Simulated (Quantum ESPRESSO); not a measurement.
Consider SiO2 (Quartz, P3_121).

```
Si O
1.0
     4.91580    0.00000    0.00000
    -2.45790    4.25721    0.00000
     0.00000    0.00000    5.40910
Si O
3 6
Direct
  0.46970 0.46970 0.00000
  0.00000 0.53030 0.66667
  0.53030 0.00000 0.33333
  0.85380 0.26800 0.45233
  0.73200 0.58580 0.78567
  0.41420 0.14620 0.11900
  0.26800 0.85380 0.54767
  0.58580 0.73200 0.21433
  0.14620 0.41420 0.88100
```

Absorber: atom 1, with 4 O at 1.61 Å (tetrahedral, site symmetry 2). Method: Quantum ESPRESSO XSpectra, PBE, full core hole (charged cell), 9-atom cell with 4.9 Å between holes, 5×5×4 k points, dipole transitions, Lorentzian half width 0.3 eV up to 4 eV, rising linearly to 2.5 eV at 25 eV (counted from xe0, 2.6 eV below the zero used here).

What does the Si K edge look like?

Main maxima up to 24 eV above the zero (height): 2.9 eV (4.45) and 19.1 eV (0.90). A K edge sees empty p states on the absorber. The total-energy difference plus the lowest empty eigenvalue puts the zero at 1856.67 eV. One term is added: -14.97 eV, since the hole is spin-paired here and a spin-polarised one costs that much less in the free atom (computed apart). The photon energy is then 1841.70 eV. The tabulated edge of the element is 1839 eV. The functional and the charged cell's background leave an error of a few eV in such absolute values.

The Si K spectrum (energy from the lowest empty level; intensity scaled to a mean of 1 over the first 20 eV; the points at xe0, where the cut of filled states can leave a spike, are interpolated; polarised curves are means over the symmetry-equivalent atoms):

| E (eV) | isotropic | ε ⊥ c | ε ∥ c |
| --- | --- | --- | --- |
| -2.0 | 0.05 | 0.05 | 0.04 |
| -1.4 | 0.06 | 0.06 | 0.06 |
| -0.8 | 0.08 | 0.08 | 0.07 |
| -0.2 | 0.11 | 0.11 | 0.11 |
| 0.4 | 0.18 | 0.18 | 0.17 |
| 1.0 | 0.35 | 0.36 | 0.33 |
| 1.6 | 0.82 | 0.87 | 0.73 |
| 2.2 | 2.70 | 2.93 | 2.23 |
| 2.8 | 4.45 | 4.49 | 4.37 |
| 3.4 | 2.62 | 2.39 | 3.09 |
| 4.0 | 1.28 | 1.27 | 1.30 |
| 4.6 | 0.88 | 0.92 | 0.79 |
| 5.2 | 0.72 | 0.75 | 0.67 |
| 5.8 | 0.69 | 0.69 | 0.68 |
| 6.4 | 0.69 | 0.66 | 0.74 |
| 7.0 | 0.66 | 0.61 | 0.75 |
| 7.6 | 0.66 | 0.60 | 0.77 |
| 8.2 | 0.71 | 0.66 | 0.80 |
| 8.8 | 0.78 | 0.77 | 0.80 |
| 9.4 | 0.83 | 0.85 | 0.78 |
| 10.0 | 0.82 | 0.86 | 0.75 |
| 10.6 | 0.80 | 0.84 | 0.74 |
| 11.2 | 0.80 | 0.82 | 0.76 |
| 11.8 | 0.80 | 0.80 | 0.78 |
| 12.4 | 0.80 | 0.79 | 0.82 |
| 13.0 | 0.80 | 0.77 | 0.85 |
| 13.6 | 0.80 | 0.77 | 0.86 |
| 14.2 | 0.80 | 0.77 | 0.86 |
| 14.8 | 0.80 | 0.78 | 0.85 |
| 15.4 | 0.81 | 0.80 | 0.84 |
| 16.0 | 0.82 | 0.81 | 0.84 |
| 16.6 | 0.84 | 0.83 | 0.85 |
| 17.2 | 0.86 | 0.85 | 0.87 |
| 17.8 | 0.88 | 0.88 | 0.89 |
| 18.4 | 0.90 | 0.89 | 0.90 |
| 19.0 | 0.90 | 0.90 | 0.91 |
| 19.6 | 0.90 | 0.90 | 0.90 |
| 20.2 | 0.88 | 0.89 | 0.87 |
| 20.8 | 0.86 | 0.86 | 0.84 |
| 21.4 | 0.82 | 0.83 | 0.80 |
| 22.0 | 0.79 | 0.80 | 0.77 |
| 22.6 | 0.76 | 0.77 | 0.74 |
| 23.2 | 0.73 | 0.73 | 0.71 |
| 23.8 | 0.70 | 0.70 | 0.68 |
| 24.4 | 0.67 | 0.68 | 0.66 |
| 25.0 | 0.65 | 0.66 | 0.64 |
| 25.6 | 0.63 | 0.64 | 0.61 |
| 26.2 | 0.61 | 0.62 | 0.59 |
| 26.8 | 0.59 | 0.59 | 0.57 |
| 27.4 | 0.57 | 0.58 | 0.56 |
| 28.0 | 0.55 | 0.56 | 0.54 |
| 28.6 | 0.53 | 0.54 | 0.53 |
| 29.2 | 0.52 | 0.52 | 0.51 |
| 29.8 | 0.50 | 0.50 | 0.50 |
| 30.4 | 0.49 | 0.49 | 0.49 |
| 31.0 | 0.48 | 0.48 | 0.48 |
| 31.6 | 0.47 | 0.47 | 0.47 |

The holes are only 4.9 Å apart, so the shape is probably not converged with cell size; no larger cell was run here. Lifetime broadening is put in by hand, and intensities beyond about 20 eV depend on it and on the partial waves; weight that the partial waves miss at high energy is lost. The structure is a published determination, not relaxed.

[Banner, clock and machine lines of the logs are left out without a mark of their own.]

[Logs are printed without paths, hosts, clocks, repeated set-up lines and the standing remarks that a program may print on its own settings, such as how far it seeks lower states.]

[Hosts, paths, dates, database ids (printed as entryN), source tags and the programs' standing remarks are cut or masked in the printed files.]

[Lists of maxima count a maximum above −3 eV only where it reaches 4 % of the highest in the window and stands out from its surroundings by 2 % of it (1.5 % where it reaches 55 %); shoulders and weaker maxima are passed over, and of the rest the first, up to two pre-edge ones and the few strongest are named.]
